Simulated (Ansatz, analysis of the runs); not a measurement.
# Transmission past a defect: Ta wire along [110], 5 atoms a period, vacancy of one Ta, part 4 of 4

What does the defect do to the conductance?

Ansatz 0.2.0; DFT PBE, plane waves, PAW; relaxation of a wire's period (the session's first sound run).

So far, conductance of the lead as this run defines it (G₀): step 3 (the wire at its relaxed period) 1.91.

## 5. Transmission

This step: DFT PBE, plane waves, PAW; transmission of a junction in a wire (Ansatz 0.2.0).

The cell is now read as a scatterer between two semi-infinite leads, named by two sites one period apart. The scattering states in its self-consistent potential are matched to the leads' states at each energy. One point across is taken, as for a wire in vacuum.

Contents of input.yaml:

```yaml
crystal:
  lattice:
    - [10.12, 0.0, 0.0]
    - [0.0, 9.148, 0.0]
    - [0.0, 0.0, 30.8221919271]
  atoms:
    - { symbol: Ta, position: [0.453421292, 0.445708503, 0.0] }
    - { symbol: Ta, position: [0.346757347, 0.514946609, 0.071428571] }
    - { symbol: Ta, position: [0.58942621, 0.613744177, 0.071428571] }
    - { symbol: Ta, position: [0.569812994, 0.331086164, 0.071428571] }
    - { symbol: Ta, position: [0.704613779, 0.466091834, 0.0] }
    - { symbol: Ta, position: [0.453421292, 0.445708503, 0.142857143] }
    - { symbol: Ta, position: [0.346757347, 0.514946609, 0.214285714] }
    - { symbol: Ta, position: [0.58942621, 0.613744177, 0.214285714] }
    - { symbol: Ta, position: [0.569812994, 0.331086164, 0.214285714] }
    - { symbol: Ta, position: [0.704613779, 0.466091834, 0.142857143] }
    - { symbol: Ta, position: [0.457548722, 0.4734804352, 0.2937529859] }
    - { symbol: Ta, position: [0.4657130853, 0.6311878882, 0.3911374077] }
    - { symbol: Ta, position: [0.6319728789, 0.6658840569, 0.3260957395] }
    - { symbol: Ta, position: [0.5974944513, 0.3961107967, 0.3723106581] }
    - { symbol: Ta, position: [0.7093377122, 0.4513075582, 0.2828153383] }
    - { symbol: Ta, position: [0.4348012614, 0.4198862497, 0.4484776257] }
    - { symbol: Ta, position: [0.5258748895, 0.6220026513, 0.5009865793] }
    - { symbol: Ta, position: [0.6483864414, 0.3410616227, 0.4821911924] }
    - { symbol: Ta, position: [0.6868138187, 0.5770147934, 0.4337229386] }
    - { symbol: Ta, position: [0.4811590409, 0.3967823616, 0.5542782924] }
    - { symbol: Ta, position: [0.3600823807, 0.4462328096, 0.6312053785] }
    - { symbol: Ta, position: [0.5775352312, 0.5930703146, 0.6322237337] }
    - { symbol: Ta, position: [0.5943787379, 0.3244341281, 0.6387295082] }
    - { symbol: Ta, position: [0.7087827427, 0.501715413, 0.5532098187] }
    - { symbol: Ta, position: [0.453421292, 0.445708503, 0.714285714] }
    - { symbol: Ta, position: [0.346757347, 0.514946609, 0.785714286] }
    - { symbol: Ta, position: [0.58942621, 0.613744177, 0.785714286] }
    - { symbol: Ta, position: [0.569812994, 0.331086164, 0.785714286] }
    - { symbol: Ta, position: [0.704613779, 0.466091834, 0.714285714] }
    - { symbol: Ta, position: [0.453421292, 0.445708503, 0.857142857] }
    - { symbol: Ta, position: [0.346757347, 0.514946609, 0.928571429] }
    - { symbol: Ta, position: [0.58942621, 0.613744177, 0.928571429] }
    - { symbol: Ta, position: [0.569812994, 0.331086164, 0.928571429] }
    - { symbol: Ta, position: [0.704613779, 0.466091834, 0.857142857] }
kpoints:
  mp_grid: { grid: [1, 1, 3] }
scf:
  occupations: { method: fermi_dirac, width: 0.05 }
hamiltonian:
  xc: pbe
output:
  transmission:
    e_range: [-1.26, 1.26]
    de: 0.035
    kmesh: [1, 1]
    reduced_basis: true
    leads: [[29, 0]]
  dos: { projected: true, e_range: [-4, 3] }
  write_potential: true
  write_density: true
  volumetric_format: npy
  elf: true
basis:
  ecutwfc: "350 eV"
```

Started as:

```sh
> ansatz run input.yaml --threads 4 --pin off --max-ram 16384MiB --backend cpu --events-out ev --progress --plain --runs-dir out
```

Numbers of over 12 decimals in the logs are rounded to 6 here.

The log of the run:

```text
[...]
Crystal: 34 atoms, lattice volume = 2853.449 Å³
Basis set: ecut = 350 eV, 42379 PW (Γ)
Bands: 266, of which v1, the nominal top of the filled ones, is band 221 counted from 1 (220 counted from 0)
Symmetry: 1 space group operations
[...]
k-points: 2 of 3 (time reversal used)
[...]
SCF iter   1: F=—  HF=-337613.897044 eV  |F-HF|=—  |Δ(HF+E_count)|=         —  Δρ=8.11e-3  dr2=7.80e0  ethr=1.77e-3  ⟨swp⟩=10.0  Hψ=2507  notcnv=0
[...]
SCF iter  12: F=-337613.538339 eV  HF=-337613.538339 eV  |F-HF|=3.35e-8  |Δ(HF+E_count)|=   2.68e-8  Δρ=1.27e-6  dr2=9.69e-8  ethr=2.26e-11  ⟨swp⟩=10.0  Hψ=1648  notcnv=0
SCF 1 converged in 12 iterations: F = -337613.538339 eV  dr2 = 9.69e-8
[...]
transmission: 35 of 210 steps passed
transmission: 70 of 210 steps passed
[...]
transmission: 210 of 210 steps passed
WARN: The output density's exchange-correlation potential varies sharply where the density is thin. Do not read a vacuum level from v_tot or v_xc, or from such a field of the output density. On a cell that repeats whose density bears no net charge and no dipole along the vacuum's axis use v_es (v_loc + v_h of the components); under efield.dipole_correction with no amplitude use v_es + v_field, which holds any externa [...]
Second SCF, for the conductance: iteration 1, dr2 9.981e-2 eV
Second SCF, for the conductance: iteration 2, dr2 4.964e-3 eV
Second SCF, for the conductance: iteration 3, dr2 5.179e-3 eV
Second SCF, for the conductance: iteration 4, dr2 1.066e-3 eV
Second SCF, for the conductance: iteration 5, dr2 2.247e-4 eV
Second SCF, for the conductance: iteration 6, dr2 4.836e-5 eV
Second SCF, for the conductance: iteration 7, dr2 9.072e-6 eV
Second SCF, for the conductance: iteration 8, dr2 2.064e-6 eV
Second SCF, for the conductance: iteration 9, dr2 4.260e-7 eV
Second SCF, for the conductance: iteration 10, dr2 7.547e-8 eV
transmission: 35 of 210 steps passed
transmission: 70 of 210 steps passed
[...]
transmission: 210 of 210 steps passed
SCF converged after 12 iterations
Free energy (F): -337613.538339 eV
[...]
Internal energy: -337613.218077 eV  (E = F + TS)
E sigma→0 (E₀):  -337613.378208 eV
Entropy (-TS):   -0.320262 eV (-9.419 meV/atom)
Fermi energy:    1.563248 eV
[...]
--- Band table (eV) ---
  k-point 0: bands = [... 217 lower, 1.3750, 1.3957, 1.4914, 1.5666, 1.6199, 1.6271, 1.6452, 1.7849, ... 41 higher]
  k-point 1: bands = [... 217 lower, 1.3952, 1.4067, 1.4911, 1.5310, 1.5611, 1.6634, 1.6919, 1.7819, ... 41 higher]
--- Transmission ---
  basis      : 669 plane waves across, 35 finite elements along
  points     : 1, standing for a mesh of 1 x 1
[...]
crystal 0  : Ta5, at the sites [29, 0], period 4.4032 Å, over 17.61 Å; its Hamiltonian steps by up to 53.5 meV: too much for a lead, lay more layers or, if its atoms are ordered, name the step of that order
[...]
filled         : 19.1 meV over the level at which it is neutral
    channels       : 2.000000e0 a spin
[...]
junction   : crystal 0 to crystal 0, 0.40 to 26.82 Å
    transmission   : 1.090893e0 a spin
    error estimate : 3.470653e-4 a spin from the reduction of the transverse basis, at the most 9.640500e-3 at -0.945000 eV
    conductance    : 8.5378e13 S/m² at 300 K (8.6223e13 on every other energy)
    error estimate : 1.0 % from the energy spacing and 81.8 % from band edges of the leads and from resonances (wavevectors taken as independent; lower de), 0.1 % from the reduction of the transverse basis, 65.8 % from the steps of its leads' Hamiltonians or their offsets (lay more layers), 10.2 % from the distance to neutral
    resistance     : 5.5466e-3 Ω µm² beyond half of each lead's own
```

Run time: 12 min. Hardware: 4 threads of Arm Neoverse V1, shared host; peak memory 7.4 GiB; 41 min of CPU time.

Numbers from this step:

- energy at zero smearing: -337613.3782 eV
- transmission at the energy nearest the Fermi level, one spin: 1.091
- step of the lead's Hamiltonian: 53.5 meV
- conductance of the junction: 1.020 G₀

Transmission, one spin against energy, zero at the Fermi level:

| energy (eV) | transmission, one spin |
| --- | --- |
| -1.26 | 0.0890 |
| -1.19 | 0.498 |
| -1.08 | 0.496 |
| -1.01 | 0.516 |
| -0.91 | 0.663 |
| -0.84 | 0.150 |
| -0.73 | 0.523 |
| -0.67 | 0.277 |
| -0.56 | 0.764 |
| -0.49 | 0.922 |
| -0.39 | 0.464 |
| -0.32 | 0.702 |
| -0.21 | 1.10 |
| -0.17 | 1.11 |
| -0.14 | 0.367 |
| -0.04 | 0.833 |
| 0.00 | 1.09 |
| 0.04 | 1.24 |
| 0.07 | 1.48 |
| 0.14 | 0.515 |
| 0.21 | 0.0524 |
| 0.32 | 0.190 |
| 0.39 | 0.262 |
| 0.49 | 1.04 |
| 0.53 | 1.33 |
| 0.56 | 0.494 |
| 0.67 | 0.283 |
| 0.73 | 0.428 |
| 0.77 | 0.937 |
| 0.84 | 0.128 |
| 0.91 | 0.295 |
| 1.01 | 0.633 |
| 1.08 | 0.946 |
| 1.19 | 0.00345 |
| 1.26 | 0.887 |

Open channels of the lead, one spin against energy, zero at the Fermi level:

| energy (eV) | open channels of the lead, one spin |
| --- | --- |
| -1.26 | 2 |
| -1.19 | 2 |
| -1.08 | 2 |
| -1.01 | 3 |
| -0.91 | 2 |
| -0.84 | 1 |
| -0.73 | 2 |
| -0.67 | 2 |
| -0.56 | 1 |
| -0.49 | 1 |
| -0.39 | 3 |
| -0.32 | 2 |
| -0.21 | 4 |
| -0.14 | 1 |
| -0.04 | 2 |
| 0.00 | 2 |
| 0.04 | 2 |
| 0.14 | 2 |
| 0.21 | 2 |
| 0.32 | 2 |
| 0.39 | 2 |
| 0.49 | 3 |
| 0.56 | 3 |
| 0.67 | 2 |
| 0.73 | 2 |
| 0.84 | 2 |
| 0.91 | 3 |
| 1.01 | 3 |
| 1.08 | 1 |
| 1.19 | 1 |
| 1.26 | 1 |

Projected DOS an atom over height of the atomic layer and energy from the Fermi level.  broadened by a Gaussian of 0.15 eV, since few k-points sample the long cell.

Ten even steps from '_' (0.17 states/eV) to '@' (2.32 states/eV), each cell a mean:
```
==**==##**%%****@@%%**##++++==**==##
--++==**++%%++**##%%==++##==--==--==
::====++==%%##**========**====++--==
++##++**--##++++----++======++##++%%
++**==++==%%==++----========++++==**
==--====++##====----::--==--++--==--
##==##==++==----------::==++%%++%%==
##++**++**==--==--==++--++++**==**++
====--====--====++++##******++======
++++==++====****@@##%%%%####**++++++
********==##**##****************++##
==**++++++##++**++**++++****++##++**
++##++**##******++++==++**##++##++##
++**==##****++++========--**==++==**
----::==--======++====++====----::--
::::::::::::--====++**++++==----::--
======::--------====++++==----==++==
**++**++++==--------::==----++++**++
==--++====++++**========--::----==--
----==----++++++====----::..::::==--
....................__________......
____________________________________
```
Columns: height of the atomic layer (Å) from 0 to 28.6 (not evenly spaced); rows upwards: energy from the Fermi level (eV) from -3.98 to 1.47.

Valence density in the ca plane at fractional y = 0.466, with atoms of Ta within 0.2 Å of it. It is the smooth field of the valence electrons, not physical close to the nuclei.

Values in e/Å³, 13 rows by 16 columns, each cell a mean:
```
0.0 0.0 0.0 0.0 0.0 0.0 0.0 0.0 0.0 0.0 0.0 0.0 0.0 0.0 0.0 0.0
0.0 0.0 0.0 0.0 0.0 0.0 0.0 0.0 0.0 0.0 0.0 0.0 0.0 0.0 0.0 0.0
0.1 0.3 0.9 0.1 0.0 0.1 0.3 1.0 0.1 0.1 0.1 1.0 0.4 0.1 0.1 0.6
0.3 1.1 3.8 0.6 0.1 0.2 1.5 3.9 0.6 0.2 0.4 3.7 1.8 0.2 0.2 2.5
0.4 0.7 2.0 0.4 0.4 0.4 0.9 2.5 0.5 0.4 0.4 2.4 1.1 0.4 0.3 1.5
0.4 0.4 0.8 0.3 0.5 0.5 0.4 0.7 0.4 0.5 0.4 0.7 0.4 0.5 0.4 0.5
0.4 0.6 2.2 0.5 0.5 0.4 1.2 3.3 0.6 0.4 0.5 3.2 1.5 0.4 0.4 2.1
0.3 0.3 0.9 0.4 2.4 1.4 1.2 3.2 0.8 1.5 0.7 3.1 1.5 1.2 1.0 2.1
0.1 0.1 0.1 0.3 3.4 2.1 0.2 0.4 0.7 3.3 0.9 0.4 0.4 2.6 2.0 0.3
0.0 0.0 0.0 0.1 0.6 0.3 0.1 0.1 0.2 0.8 0.2 0.1 0.1 0.6 0.5 0.1
0.0 0.0 0.0 0.0 0.0 0.0 0.0 0.0 0.0 0.0 0.0 0.0 0.0 0.0 0.0 0.0
0.0 0.0 0.0 0.0 0.0 0.0 0.0 0.0 0.0 0.0 0.0 0.0 0.0 0.0 0.0 0.0
0.0 0.0 0.0 0.0 0.0 0.0 0.0 0.0 0.0 0.0 0.0 0.0 0.0 0.0 0.0 0.0
```
Columns run along c (16.0 Å, from fractional 0.48 to 1.00 of the cell), rows up along a (10.1 Å). Atoms in or near the plane, at fractional coordinates: Ta at (0.63, 0.36), Ta at (0.71, 0.45), Ta at (0.71, 0.70), Ta at (0.86, 0.45), Ta at (0.86, 0.70).

Electrostatic potential energy in the ca plane at fractional y = 0.466, with atoms of Ta within 0.2 Å of it. With pseudopotentials it is smooth inside the atoms' cores, unlike the true potential.

Values in eV, 13 rows by 16 columns, each cell a mean:
```
  5   5   4   5   5   5   5   4   5   5   5   4   4   5   5   4
  5   4   2   4   5   5   3   2   4   5   4   2   3   5   5   2
  4  -3 -16  -1   5   5  -5 -17  -1   5   0 -17  -7   4   4 -11
  0 -16 -51  -9   4   3 -23 -53  -9   4  -6 -51 -27   3   2 -36
 -4  -8 -29  -3  -1   0 -13 -35  -4   0  -3 -34 -16   0   0 -22
 -1  -2 -11   0  -4  -2  -1  -9   0  -4   0  -9  -3  -2  -1  -5
 -1  -8 -33  -5  -3  -1 -18 -45  -7  -1  -5 -43 -21  -1  -1 -29
 -2  -2 -16  -5 -34 -20 -18 -44 -12 -23 -11 -42 -22 -19 -15 -29
  3   4   2  -3 -46 -29  -1  -5 -10 -46 -13  -5  -4 -37 -29  -4
  5   5   5   2 -12  -6   4   4  -1 -14  -2   4   3 -11  -8   3
  5   5   5   4   2   3   5   5   4   2   4   5   4   2   3   5
  5   5   5   5   4   4   5   5   5   4   5   5   5   4   4   5
  5   5   5   5   5   5   5   5   5   5   5   5   5   5   5   5
```
Columns run along c (16.0 Å, from fractional 0.48 to 1.00 of the cell; values clipped at the 3rd and 97th percentile), rows up along a (10.1 Å). Atoms in or near the plane, at fractional coordinates: Ta at (0.63, 0.36), Ta at (0.71, 0.45), Ta at (0.71, 0.70), Ta at (0.86, 0.45), Ta at (0.86, 0.70).

ELF in the ca plane at fractional y = 0.466, with atoms of Ta within 0.2 Å of it. It is the smooth field of the valence electrons, not physical close to the nuclei.

Values, 13 rows by 16 columns, each cell a mean:
```
0.14 0.12 0.10 0.05 0.03 0.05 0.10 0.15 0.07 0.05 0.07 0.12 0.09 0.05 0.05 0.10
0.34 0.21 0.16 0.12 0.14 0.16 0.17 0.23 0.16 0.20 0.16 0.19 0.16 0.19 0.17 0.16
0.45 0.26 0.40 0.18 0.33 0.31 0.21 0.45 0.17 0.37 0.18 0.43 0.23 0.32 0.26 0.29
0.38 0.45 0.63 0.33 0.51 0.47 0.41 0.48 0.32 0.52 0.30 0.49 0.43 0.45 0.38 0.48
0.31 0.37 0.51 0.39 0.49 0.51 0.37 0.52 0.38 0.52 0.39 0.51 0.38 0.51 0.48 0.41
0.40 0.42 0.38 0.41 0.39 0.42 0.39 0.36 0.44 0.40 0.44 0.36 0.39 0.42 0.44 0.37
0.44 0.35 0.58 0.33 0.41 0.43 0.39 0.55 0.37 0.45 0.36 0.55 0.41 0.45 0.43 0.46
0.43 0.38 0.35 0.36 0.49 0.41 0.42 0.57 0.34 0.43 0.34 0.56 0.44 0.41 0.38 0.49
0.36 0.35 0.24 0.41 0.56 0.53 0.33 0.32 0.37 0.67 0.40 0.31 0.31 0.59 0.52 0.32
0.22 0.22 0.27 0.26 0.31 0.23 0.35 0.38 0.27 0.43 0.26 0.38 0.31 0.36 0.30 0.35
0.06 0.06 0.11 0.14 0.13 0.13 0.18 0.23 0.22 0.21 0.20 0.22 0.21 0.20 0.19 0.22
0.00 0.00 0.01 0.03 0.06 0.05 0.04 0.05 0.09 0.12 0.08 0.05 0.06 0.10 0.09 0.06
0.01 0.02 0.01 0.00 0.00 0.01 0.01 0.02 0.01 0.01 0.01 0.01 0.01 0.01 0.01 0.01
```
Columns run along c (16.0 Å, from fractional 0.48 to 1.00 of the cell), rows up along a (10.1 Å). Atoms in or near the plane, at fractional coordinates: Ta at (0.63, 0.36), Ta at (0.71, 0.45), Ta at (0.71, 0.70), Ta at (0.86, 0.45), Ta at (0.86, 0.70).

By hand: the program gives 8.5378 × 10^13 S/m² over the cell's cross-section of 92.58 Å² = 9.258 × 10^-19 m², so one cell conducts 7.904 × 10^-5 S. Divided by G0 = 2e²/h = 7.748 × 10^-5 S this is 1.02 G0, a resistance of 12.7 kΩ.

The conductance is 1.02 G₀, with 2 channels a spin open in the lead. The lead's Hamiltonian steps by 53.5 meV, which the program calls too much for a lead. The largest term of the program's error estimate is 82 %.

## 6. Landauer integrals

This step: Landauer integrals over the computed T(E), interpolated linearly between its energies (analysis of the runs above).

Conductance and thermopower are moments of T(E) over the thermal window; sliding the window along E stands for a gate that leaves T(E) rigid.

Numbers from this step:

| Item | Value |
| --- | --- |
| conductance at 300 K, interpolated from T(E) | 1.033 G₀ |
| thermopower at 300 K | -24.98 μV/K |
| Lorenz number over L0 | 0.8256 |

T(E) held rigid; rough near sharp steps of T(E). Conductance at 300 K against shift of the leads' level:

| shift of the leads' level (eV) | conductance at 300 K (G₀) |
| --- | --- |
| -0.900 | 0.638 |
| -0.850 | 0.449 |
| -0.800 | 0.334 |
| -0.750 | 0.416 |
| -0.700 | 0.383 |
| -0.650 | 0.413 |
| -0.600 | 0.514 |
| -0.550 | 0.625 |
| -0.500 | 0.684 |
| -0.450 | 0.623 |
| -0.400 | 0.526 |
| -0.350 | 0.523 |
| -0.300 | 0.637 |
| -0.250 | 0.812 |
| -0.200 | 0.907 |
| -0.150 | 0.733 |
| -0.100 | 0.650 |
| -0.050 | 0.804 |
| 0.000 | 1.03 |
| 0.050 | 1.15 |
| 0.100 | 0.919 |
| 0.150 | 0.509 |
| 0.200 | 0.209 |
| 0.250 | 0.107 |
| 0.300 | 0.210 |
| 0.350 | 0.405 |
| 0.400 | 0.599 |
| 0.450 | 0.877 |
| 0.500 | 0.992 |
| 0.550 | 0.801 |
| 0.600 | 0.525 |
| 0.650 | 0.393 |
| 0.700 | 0.454 |
| 0.750 | 0.569 |
| 0.800 | 0.508 |
| 0.850 | 0.349 |
| 0.900 | 0.395 |

T(E) held rigid; rough near sharp steps of T(E). Table of thermopower at 300 K by shift of the leads' level:

| shift of the leads' level (eV) | thermopower at 300 K (μV/K) |
| --- | --- |
| -0.900 | 18.6 |
| -0.850 | 60.8 |
| -0.800 | -5.12 |
| -0.700 | 5.20 |
| -0.650 | -26.5 |
| -0.600 | -29.6 |
| -0.550 | -19.5 |
| -0.450 | 20.4 |
| -0.400 | 14.5 |
| -0.350 | -17.1 |
| -0.300 | -31.2 |
| -0.200 | 6.09 |
| -0.150 | 30.4 |
| -0.100 | -11.1 |
| -0.050 | -34.6 |
| 0.050 | 5.90 |
| 0.100 | 53.9 |
| 0.150 | 101 |
| 0.200 | 140 |
| 0.300 | -110 |
| 0.350 | -66.1 |
| 0.400 | -58.3 |
| 0.450 | -33.8 |
| 0.550 | 45.9 |
| 0.600 | 56.0 |
| 0.650 | 12.6 |
| 0.700 | -28.2 |
| 0.800 | 38.4 |
| 0.850 | 22.5 |
| 0.900 | -43.4 |

The two levels move by half the bias each and T(E) is held rigid. Table of current from the zero-bias T(E) by bias:

| bias (V) | current from the zero-bias T(E) (μA) |
| --- | --- |
| 0.000 | 0 |
| 0.100 | 7.87 |
| 0.200 | 14.8 |
| 0.300 | 20.1 |
| 0.400 | 24.7 |
| 0.500 | 28.6 |
| 0.600 | 32.0 |
| 0.700 | 35.4 |
| 0.800 | 39.3 |
| 0.900 | 44.4 |
| 1.000 | 50.7 |
| 1.100 | 56.8 |
| 1.200 | 61.5 |
| 1.300 | 65.1 |
| 1.400 | 68.1 |
| 1.500 | 71.7 |
| 1.600 | 75.3 |
| 1.700 | 78.4 |
| 1.800 | 81.9 |
| 1.900 | 86.3 |

By hand, Mott's formula: S = −(π²k²T/3e) d ln T/dE, and π²k²T/3e = 7.33 μV/K × eV at 300 K. The computed T is 0.680 at -0.070 eV and 1.48 at +0.070 eV, so d ln T/dE ≈ 5.57 per eV and S ≈ -40.8 μV/K, against -25.0 from the integrals. The two differ since ln T is not straight over the thermal window.

The thermopower is -25.0 μV/K. The Lorenz ratio is 0.83, where the Wiedemann-Franz law gives 1. Moving the level by up to 0.1 eV either way gives -35 to 54 μV/K.

## 7. Summary of results

```json
{
  "conductance of the perfect wire": "1.91 G₀",
  "conductance, vacancy of one Ta": "1.02 G₀ (one error term of 82 %, so a rough value at best)",
  "thermopower, vacancy of one Ta": "-25.0 μV/K (rough, as the conductance is)"
}
```

**Reading.** Summed over the computed window, 27 % of the lead's open channels pass the defect; the conductance at 300 K is 1.02 G₀. With vacancy of one Ta, 52 % of the conductance of that run's own lead (1.94 G₀) is left. Transport is coherent and elastic here: the atoms are frozen, so scattering by vibrations plays no part. With vacancy of one Ta several atoms of the wire itself moved far in the relaxation, so the changed stretch between the held leads may scatter as well as the defect. The free region is short: held atoms still bear up to 1.8 eV/Å after a relaxation. Spin-orbit coupling is left out, which matters for the bands of heavy atoms. In 1 run the program finds the step of the lead's Hamiltonian too large, so longer leads may change the transmission. One term of the program's error estimate for a conductance, of a junction or of the perfect wire, reaches 82 % in this session. A junction with open d shells ran without spin, after the few moments seeded in its relaxation died away; moments on all d atoms were not tried. A cutoff under the files' recommended one was taken to save time; its effect on T(E) was not tested here.

[Logs are printed without paths, hosts, clocks, repeated set-up lines and the standing remarks that a program may print on its own settings, such as how far it seeks lower states.]

[Hosts, paths, dates, database ids (printed as entryN), source tags and the programs' standing remarks are cut or masked in the printed files.]
